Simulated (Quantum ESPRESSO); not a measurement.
# Cu (Copper): which magnetic order is lowest

A self-consistent run ends on one state, which hangs on the start. Several orders of Cu (Copper) are started in Quantum ESPRESSO and their energies compared.

Main program and level: Quantum ESPRESSO 7.5; PBEsol; plane waves with GBRV 1.5 PBEsol potentials, no spin-orbit coupling.

## 1. The structure

Symmetry: Fm-3m, No. 225, cubic system. Conventional cell: a = 3.615 Å, b = 3.615 Å, c = 3.615 Å, α = 90.00°, β = 90.00°, γ = 90.00°. Cu has 12 Cu at 2.56 Å nearest.

The cell comes from the Crystallography Open Database.

## 2. Run 1, typed as ferro +

The signs are those of the starting moments on the seeded atoms, the atoms that are given a moment.

The input, pw.in:

```
&CONTROL
  calculation = 'scf'
  prefix = 'pwscf'
  outdir = './tmp'
  pseudo_dir = './pseudo'
  disk_io = 'nowf'
/
&SYSTEM
  ibrav = 0
  celldm(1) = 8
  nat = 1
  ntyp = 1
  ecutwfc = 40
  ecutrho = 280
  nbnd = 16
  occupations = 'smearing'
  smearing = 'fd'
  degauss = 0.00734986
  nspin = 2
  starting_magnetization(1) = 0.0263
/
&ELECTRONS
  conv_thr = 2d-09
  electron_maxstep = 150
  mixing_beta = 0.3
/
ATOMIC_SPECIES
Cu     63.5460 cu_pbesol_v1.2.uspp.F.UPF
CELL_PARAMETERS alat
   0.0000000000000    0.4269599962826    0.4269599962826
   0.4269599962826    0.0000000000000    0.4269599962826
   0.4269599962826    0.4269599962826    0.0000000000000
ATOMIC_POSITIONS crystal
Cu      0.0000000000    0.0000000000    0.0000000000
K_POINTS automatic
22 22 22 0 0 0
```

On the command line:

```sh
$ OMP_NUM_THREADS=1 mpirun -n 4 pw.x -nk 4 -in pw.in > pw.out
```

The log of the run:

```text
Program PWSCF v.7.5 starts

     Message from routine setup:
     using ibrav=0 with symmetry is DISCOURAGED, use correct ibrav instead

     K-points division:     npool     =       4
     Subspace diagonalization in iterative solution of the eigenvalue problem:

     G-vector sticks info
     --------------------
     sticks:   dense  smooth     PW     G-vecs:    dense   smooth      PW
     Sum         439     253     91                 6231     2733     561

     Using Slab Decomposition

     bravais-lattice index     =            0
     lattice parameter (alat)  =       8.0000  a.u.
     unit-cell volume          =      79.7006 (a.u.)^3
     number of atoms/cell      =            1
     number of atomic types    =            1
     number of electrons       =        19.00
     number of Kohn-Sham states=           16
     kinetic-energy cutoff     =      40.0000  Ry
     charge density cutoff     =     280.0000  Ry
     scf convergence threshold =      2.0E-09
     mixing beta               =       0.3000
     number of iterations used =            8  plain     mixing
     Exchange-correlation= SLA  PW   PSX  PSC
                           (   1   4  10   8   0   0   0)

     celldm(1)=   8.000000  celldm(2)=   0.000000  celldm(3)=   0.000000
     celldm(4)=   0.000000  celldm(5)=   0.000000  celldm(6)=   0.000000

     crystal axes: (cart. coord. in units of alat)
               a(1) = (   0.000000   0.426960   0.426960 )
               a(2) = (   0.426960   0.000000   0.426960 )
               a(3) = (   0.426960   0.426960   0.000000 )

     reciprocal axes: (cart. coord. in units 2 pi/alat)
               b(1) = ( -1.171070  1.171070  1.171070 )
               b(2) = (  1.171070 -1.171070  1.171070 )
               b(3) = (  1.171070  1.171070 -1.171070 )

     PseudoPot. # 1 for Cu read from file:
     cu_pbesol_v1.2.uspp.F.UPF
     Pseudo is Ultrasoft + core correction, Zval = 19.0
     Generated by new atomic code, or converted to UPF format
     Using radial grid of  867 points,  6 beta functions with:
                l(1) =   0
                l(2) =   0
                l(3) =   1
                l(4) =   1
                l(5) =   2
                l(6) =   2
     Q(r) pseudized with  8 coefficients,  rinner =    1.150   1.150   1.150
                                                       1.150   1.150

     atomic species   valence    mass     pseudopotential
     Cu               19.00    63.54600     Cu( 1.00)

     Starting magnetic structure
     atomic species   magnetization
     Cu              0.026

     48 Sym. Ops., with inversion, found

   Cartesian axes

     site n.     atom                  positions (alat units)
         1        Cu     tau(   1) = (   0.0000000   0.0000000   0.0000000  )

     number of k points=   328  Fermi-Dirac smearing, width (Ry)=  0.0073

     Number of k-points >= 100: set verbosity='high' to print them.

     Dense  grid:     6231 G-vectors     FFT dimensions: (  25,  25,  25)

     Smooth grid:     2733 G-vectors     FFT dimensions: (  20,  20,  20)

     Generating pointlists ...
     new r_m :   0.2491 (alat units)  1.9926 (a.u.) for type    1

     Initial potential from superposition of free atoms

     starting charge      18.0000, renormalised to      19.0000
     Starting wfcs are   13 randomized atomic wfcs +    3 random wfcs

     Self-consistent Calculation

     iteration #  1     ecut=    40.00 Ry     beta= 0.30
     Davidson diagonalization with overlap
     ethr =  1.00E-02,  avg # of iterations =  5.9

     total energy              =    -401.96980899 Ry
     estimated scf accuracy    <       5.45125218 Ry

     total magnetization       =     0.26 Bohr mag/cell
     absolute magnetization    =     0.29 Bohr mag/cell

     iteration #  2     ecut=    40.00 Ry     beta= 0.30
     Davidson diagonalization with overlap
     ethr =  1.00E-02,  avg # of iterations =  2.1

     total energy              =    -403.39998374 Ry
     estimated scf accuracy    <       1.01296701 Ry

     total magnetization       =     0.02 Bohr mag/cell
     absolute magnetization    =     0.04 Bohr mag/cell

     iteration #  3     ecut=    40.00 Ry     beta= 0.30
     Davidson diagonalization with overlap
     ethr =  5.33E-03,  avg # of iterations =  1.0

     total energy              =    -403.51012266 Ry
     estimated scf accuracy    <       0.03215378 Ry

     total magnetization       =     0.03 Bohr mag/cell
     absolute magnetization    =     0.06 Bohr mag/cell

     [... further iterations left out ...]

     iteration #  9     ecut=    40.00 Ry     beta= 0.30
     Davidson diagonalization with overlap
     ethr =  2.19E-07,  avg # of iterations =  1.9

     total energy              =    -403.51037123 Ry
     estimated scf accuracy    <       0.00001426 Ry

     total magnetization       =     0.00 Bohr mag/cell
     absolute magnetization    =     0.00 Bohr mag/cell

     iteration # 10     ecut=    40.00 Ry     beta= 0.30
     Davidson diagonalization with overlap
     ethr =  7.51E-08,  avg # of iterations =  1.4

     total energy              =    -403.51037328 Ry
     estimated scf accuracy    <       0.00000054 Ry

     total magnetization       =     0.00 Bohr mag/cell
     absolute magnetization    =     0.00 Bohr mag/cell

     iteration # 11     ecut=    40.00 Ry     beta= 0.30
     Davidson diagonalization with overlap
     ethr =  2.83E-09,  avg # of iterations =  2.0

     total energy              =    -403.51037336 Ry
     estimated scf accuracy    <       0.00000061 Ry

     total magnetization       =    -0.00 Bohr mag/cell
     absolute magnetization    =     0.00 Bohr mag/cell

     iteration # 12     ecut=    40.00 Ry     beta= 0.30
     Davidson diagonalization with overlap
     ethr =  2.83E-09,  avg # of iterations =  1.3

     Magnetic moment per site  (integrated on atomic sphere of radius R)
     atom   1 (R=0.249)  charge= 17.8084  magn= -0.0000

     End of self-consistent calculation

     Number of k-points >= 100: set verbosity='high' to print the bands.

     the Fermi energy is    15.8967 ev

!    total energy              =    -403.51037345 Ry
     estimated scf accuracy    <          1.3E-09 Ry
     smearing contrib. (-TS)   =      -0.00068800 Ry
     internal energy E=F+TS    =    -403.50968545 Ry

     The total energy is F=E-TS. E is the sum of the following terms:
     one-electron contribution =    -268.18324323 Ry
     hartree contribution      =     145.34930735 Ry
     xc contribution           =     -38.39087172 Ry
     ewald contribution        =    -242.28487785 Ry

     total magnetization       =     0.00 Bohr mag/cell
     absolute magnetization    =     0.00 Bohr mag/cell

     convergence has been achieved in  12 iterations

=------------------------------------------------------------------------------=
   JOB DONE.
=------------------------------------------------------------------------------=
```

Wall time 9 s (4 MPI ranks of Arm Neoverse V2, shared host); peak memory 0.25 GiB; 36 s of CPU time.

The spin moment in the atom's sphere vanishes on all atoms.

Numbers from this step:

```yaml
smearing_term_ts: 0.009361 eV
magnetization: 0 μB
absolute_magnetization: 0 μB
final_state: non-magnetic
```

## 3. Run 2, typed as antiferro q=(0,1/2,1/2) +−

The cell is doubled to 2 atoms to hold this order. The wavevector q is in fractions of the reciprocal vectors of the crystal's primitive cell, as the cells of these inputs are built from it; moments change sign between cells as cos(2π q·R).

The input, pw.in:

```
&CONTROL
  calculation = 'scf'
  prefix = 'pwscf'
  outdir = './tmp'
  pseudo_dir = './pseudo'
  disk_io = 'nowf'
/
&SYSTEM
  ibrav = 0
  celldm(1) = 8
  nat = 2
  ntyp = 2
  ecutwfc = 40
  ecutrho = 280
  nbnd = 26
  occupations = 'smearing'
  smearing = 'fd'
  degauss = 0.00734986
  nspin = 2
  starting_magnetization(1) = 0.0263
  starting_magnetization(2) = -0.0263
/
&ELECTRONS
  conv_thr = 4d-09
  electron_maxstep = 150
  mixing_beta = 0.3
/
ATOMIC_SPECIES
Cu1    63.5460 cu_pbesol_v1.2.uspp.F.UPF
Cu2    63.5460 cu_pbesol_v1.2.uspp.F.UPF
CELL_PARAMETERS alat
   0.0000000000000    0.4269599962826    0.4269599962826
   0.8539199925653    0.0000000000000    0.8539199925653
   0.8539199925653    0.4269599962826    0.4269599962826
ATOMIC_POSITIONS crystal
Cu1     0.0000000000    0.0000000000    0.0000000000
Cu2     0.0000000000    0.5000000000    0.0000000000
K_POINTS automatic
22 11 22 0 0 0
```

The log of the run:

```text
[banner, memory and clock lines left out]
Program PWSCF v.7.5 starts

     Message from routine setup:
     using ibrav=0 with symmetry is DISCOURAGED, use correct ibrav instead

     bravais-lattice index     =            0
     lattice parameter (alat)  =       8.0000  a.u.
     unit-cell volume          =     159.4012 (a.u.)^3
     number of atoms/cell      =            2
     number of atomic types    =            2
     number of electrons       =        38.00
     number of Kohn-Sham states=           26
     kinetic-energy cutoff     =      40.0000  Ry
     charge density cutoff     =     280.0000  Ry
     scf convergence threshold =      4.0E-09
     mixing beta               =       0.3000
     number of iterations used =            8  plain     mixing
     Exchange-correlation= SLA  PW   PSX  PSC
                           (   1   4  10   8   0   0   0)

     celldm(1)=   8.000000  celldm(2)=   0.000000  celldm(3)=   0.000000
     celldm(4)=   0.000000  celldm(5)=   0.000000  celldm(6)=   0.000000

     crystal axes: (cart. coord. in units of alat)
               a(1) = (   0.000000   0.426960   0.426960 )
               a(2) = (   0.853920   0.000000   0.853920 )
               a(3) = (   0.853920   0.426960   0.426960 )

     reciprocal axes: (cart. coord. in units 2 pi/alat)
               b(1) = ( -1.171070  1.171070  1.171070 )
               b(2) = ( -0.000000 -1.171070  1.171070 )
               b(3) = (  1.171070  1.171070 -1.171070 )

     PseudoPot. # 1 for Cu read from file:
     cu_pbesol_v1.2.uspp.F.UPF
     Pseudo is Ultrasoft + core correction, Zval = 19.0

     PseudoPot. # 2 for Cu read from file:
     cu_pbesol_v1.2.uspp.F.UPF
     Pseudo is Ultrasoft + core correction, Zval = 19.0

     atomic species   valence    mass     pseudopotential
     Cu1              19.00    63.54600     Cu( 1.00)
     Cu2              19.00    63.54600     Cu( 1.00)

     Starting magnetic structure
     atomic species   magnetization
     Cu1             0.026
     Cu2            -0.026

     16 Sym. Ops., with inversion, found

   Cartesian axes

     site n.     atom                  positions (alat units)
         1        Cu1    tau(   1) = (   0.0000000   0.0000000   0.0000000  )
         2        Cu2    tau(   2) = (   0.4269600   0.0000000   0.4269600  )

     number of k points=   468  Fermi-Dirac smearing, width (Ry)=  0.0073

     Number of k-points >= 100: set verbosity='high' to print them.

     Dense  grid:    12577 G-vectors     FFT dimensions: (  25,  54,  45)

     Smooth grid:     5495 G-vectors     FFT dimensions: (  20,  40,  36)

     Generating pointlists ...
     new r_m :   0.2491 (alat units)  1.9926 (a.u.) for type    1
     new r_m :   0.2491 (alat units)  1.9926 (a.u.) for type    2

     Initial potential from superposition of free atoms

     starting charge      36.0000, renormalised to      38.0000
     Starting wfcs are   26 randomized atomic wfcs

     Self-consistent Calculation

     iteration #  1     ecut=    40.00 Ry     beta= 0.30
     Davidson diagonalization with overlap
     ethr =  1.00E-02,  avg # of iterations =  4.9

     total energy              =    -804.07779628 Ry
     estimated scf accuracy    <      10.58394210 Ry

     total magnetization       =    -0.00 Bohr mag/cell
     absolute magnetization    =     0.54 Bohr mag/cell

     iteration #  2     ecut=    40.00 Ry     beta= 0.30
     Davidson diagonalization with overlap
     ethr =  1.00E-02,  avg # of iterations =  3.0

     total energy              =    -806.82089330 Ry
     estimated scf accuracy    <       1.82755693 Ry

     total magnetization       =    -0.00 Bohr mag/cell
     absolute magnetization    =     0.10 Bohr mag/cell

     [... further iterations left out ...]

     iteration # 15     ecut=    40.00 Ry     beta= 0.30
     Davidson diagonalization with overlap
     ethr =  1.94E-11,  avg # of iterations =  1.8

     total energy              =    -807.02074690 Ry
     estimated scf accuracy    <          5.7E-09 Ry

     total magnetization       =     0.00 Bohr mag/cell
     absolute magnetization    =     0.00 Bohr mag/cell

     iteration # 16     ecut=    40.00 Ry     beta= 0.30
     Davidson diagonalization with overlap
     ethr =  1.50E-11,  avg # of iterations =  2.0

     Magnetic moment per site  (integrated on atomic sphere of radius R)
     atom   1 (R=0.249)  charge= 17.8092  magn= -0.0000
     atom   2 (R=0.249)  charge= 17.8092  magn=  0.0000

     End of self-consistent calculation

     Number of k-points >= 100: set verbosity='high' to print the bands.

     the Fermi energy is    15.8966 ev

!    total energy              =    -807.02074691 Ry
     estimated scf accuracy    <          4.3E-10 Ry
     smearing contrib. (-TS)   =      -0.00137595 Ry
     internal energy E=F+TS    =    -807.01937096 Ry

     The total energy is F=E-TS. E is the sum of the following terms:
     one-electron contribution =    -536.36727124 Ry
     hartree contribution      =     290.69948870 Ry
     xc contribution           =     -76.78183271 Ry
     ewald contribution        =    -484.56975571 Ry

     total magnetization       =     0.00 Bohr mag/cell
     absolute magnetization    =     0.00 Bohr mag/cell

     convergence has been achieved in  16 iterations
```

It took 1.7 min on 4 MPI ranks; peak memory 0.53 GiB; 6.8 min of CPU time.

The spin moment in the atom's sphere vanishes on all atoms.

Numbers from this step:

* smearing term TS: 0.01872 eV
* magnetization: 0 μB
* absolute magnetization: 0 μB
* final state: non-magnetic

## 4. Energies of the orders

An order is kept where moments of 0.15 μB or more survive with the typed signs; meshes match where a doubled cell samples the same k points as the first cell.

Orders:

```
                     start   final state  typed order kept  energy over the lowest (meV a seeded atom)  largest site moment (μB)  net moment (μB a cell of the first run)  mesh matched  CPU time (s)
                   ferro +  non-magnetic                no                                           0                         0                                        0           yes         35.61
antiferro q=(0,1/2,1/2) +-  non-magnetic                no                                           0                         0                                        0           yes         405.4
```

## 5. What came out

| Quantity | Value |
| --- | --- |
| lowest state found | non-magnetic (from ferro + and antiferro q=(0,1/2,1/2) +-) |
| largest site moment | 0 μB |

The lowest state carries no moment, and no start kept one. This is the lowest of 2 collinear or spinless starts, no proof of the ground state. Energies are free energies at an electronic temperature of 1160 K, which lowers moments and differences where the moments are itinerant.

[Logs and program files are shortened in this print: banners, set-up blocks, solver, clock and traceback lines can be left out without a mark of their own.]

[Logs are printed without paths, hosts, clocks, repeated set-up lines and the standing remarks that a program may print on its own settings, such as how far it seeks lower states.]

[Hosts, paths, dates, database ids (printed as entryN), source tags and the programs' standing remarks are cut or masked in the printed files.]

[Where a cell is said to come from a database of computed structures, the database is the Materials Project.]
